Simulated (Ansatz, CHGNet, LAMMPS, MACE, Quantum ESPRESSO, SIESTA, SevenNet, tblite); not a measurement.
## Li+ BF4- in dimethyl sulfoxide at 330 K (96 atoms): runs against a plane-wave reference

Density of this cell: 1.15 g/cm³. The cell holds 96 atoms: 18 C, 9 S, 9 O, 54 H, 1 B, 4 F and 1 Li. Cell: a = 10.470 Å, b = 10.470 Å, c = 10.470 Å, α = 90.0°, β = 90.0°, γ = 90.0°. 9 dimethyl sulfoxide, 1 Li+, 1 BF4- placed at random, at 1.15 g/cm³; overlaps pushed apart, then 10 ps at 550 K with stiff harmonic cages for PF6 and BF4 with UFF radii; Joung-Cheatham ions (J. Phys. Chem. B 112, 9020 (2008)); MMFF94 bonds, angles, torsions, charges and radii (Halgren, J. Comput. Chem. 17, 490 (1996)) in harmonic and 12-6 forms; charges of ions scaled by 0.8. Snapshot after 30 ps at 330 K and fixed volume.

Geometry: as built.

The reference, a calculation:

* method: Kohn-Sham DFT, PBE, PAW, plane waves (Ansatz 0.2.0); cutoff 420 eV, Γ point, fermi-dirac smearing of 0.05 eV; PAW set soft_2
* r.m.s. force component: 0.7783 eV/Å
* longest force: 3.267 eV/Å
* pressure: 2.537 GPa
* gap (highest filled to lowest empty level): 3.767 eV
* SCF cycles: 10
* time: 19 s on 4 threads of Arm Neoverse N1, shared host
* CPU time: 69 s

**Question.** The same geometry is run in other programs. How far does each lie from the reference, and what does it cost?
- SIESTA PBE, DZ, shift 0.01 Ry, mesh 500 Ry (SIESTA 5.4.2; 1 thread)
- SevenNet l3i5 potential (SevenNet l3i5; 1 thread)
- tblite GFN1-xTB (tblite 0.8.0; 1 thread)
- QE PBE, sssp-1.3.0-efficiency, 35/280 Ry (Quantum ESPRESSO 7.5; 2 MPI ranks)
- SIESTA PBE, SZ, shift 0.01 Ry, mesh 500 Ry (SIESTA 5.4.2; 1 thread)
- SIESTA PBE, TZP, shift 0.01 Ry, mesh 500 Ry (SIESTA 5.4.2; 2 MPI ranks)
- CHGNet r2SCAN potential (CHGNet r2SCAN; 1 thread)
- MACE MP-0b3 medium potential (MACE MP-0b3 medium; 1 thread)
- SIESTA PBE, DZP, shift 0.02 Ry, mesh 500 Ry (SIESTA 5.4.2; 2 MPI ranks)
- SIESTA PBE, DZP, shift 0.01 Ry, mesh 500 Ry (SIESTA 5.4.2; 2 MPI ranks)

Differences are against the plane-wave reference, forces as r.m.s. over components; share is that over the reference's r.m.s. force, slope the least-squares factor from reference forces to these. Total energies of different programs have different zeros and aren't compared.

```tsv
run	Δ force, r.m.s. (meV/Å)	share (%)	slope	Δ pressure (GPa)	Δ gap (eV)	cores	CPU time	memory (GiB)
reference	-	-	-	-	-	4	69 s	1.2
SIESTA PBE, DZ, shift 0.01 Ry, mesh 500 Ry (coarse)	1995	256	1.629	8.77	0.211	1	2.6 min	0.82
SevenNet l3i5 potential	104	13.3	0.958	-0.469	-	1	19 s	1.7
tblite GFN1-xTB	250	32.1	0.927	-2.70	-	1	5.5 s	0.16
QE PBE, sssp-1.3.0-efficiency, 35/280 Ry (coarse)	28.0	3.60	1.018	-2.62	0.0037	2	4.3 min	1.4
SIESTA PBE, SZ, shift 0.01 Ry, mesh 500 Ry (coarse)	3073	395	2.391	23.7	-1.24	1	2.3 min	0.72
SIESTA PBE, TZP, shift 0.01 Ry, mesh 500 Ry	619	79.5	1.304	2.53	0.0841	2	7.9 min	1.9
CHGNet r2SCAN potential	332	42.7	0.706	-2.07	-	1	7.2 s	1.5
MACE MP-0b3 medium potential	138	17.7	0.943	-0.532	-	1	15 s	1.2
SIESTA PBE, DZP, shift 0.02 Ry, mesh 500 Ry	595	76.4	1.280	0.923	0.0945	2	4.6 min	1.4
SIESTA PBE, DZP, shift 0.01 Ry, mesh 500 Ry	714	91.7	1.333	3.00	0.0999	2	5.9 min	1.7
```

Rows marked coarse were listed beforehand as settings not expected to be converged; some can still land near the reference.

Times of the machine-learned potentials are mostly Python's start and the loading of weights.

CPU time is summed over cores on a shared host, where runs went side by side, so it is rough. Symmetry, cutoffs, thresholds, outputs and thread counts weren't matched or tuned between programs; memory under MPI is the largest rank's times the ranks.

The PBE runs in local orbitals, coarse settings apart, differ by 76 % (SIESTA PBE, DZP, shift 0.02 Ry, mesh 500 Ry) to 92 % (SIESTA PBE, DZP, shift 0.01 Ry, mesh 500 Ry); basis, grid and potentials can all enter, and differences of this size make the forces unusable. Tight binding differs by 32 % (tblite GFN1-xTB); it is another model, with fitted parameters of its own, and the xTB methods hold dispersion. Machine-learned potentials differ by 13 % (SevenNet l3i5 potential) to 43 % (CHGNet r2SCAN potential); they were trained on other programs' data, some at another functional. Runs with settings chosen to be coarse differ by 3.6 % (QE PBE, sssp-1.3.0-efficiency, 35/280 Ry) to 395 % (SIESTA PBE, SZ, shift 0.01 Ry, mesh 500 Ry), their programs' other errors included. Periodic xTB results under one method name differ between programs and library versions. Machine-learned potentials mimic data converged in k, so the reference's own k-point error enters their differences. The network of contacts between molecules at the start is that of the classical potential that made the cell, and needn't be the one that DFT or experiment would give. The electronic-structure runs sample only Γ, in a cell whose shortest periodic width is 10 Å.

[Logs are printed without paths, hosts, clocks, repeated set-up lines and the standing remarks that a program may print on its own settings, such as how far it seeks lower states.]

[Hosts, paths, dates, database ids (printed as entryN), source tags and the programs' standing remarks are cut or masked in the printed files.]

[The MMFF94 radii named for the starting cell were scaled by 0.96; in molecules described by MMFF94, hydrogen bound to N, O or S took a small fixed 12-6 site in their place.]
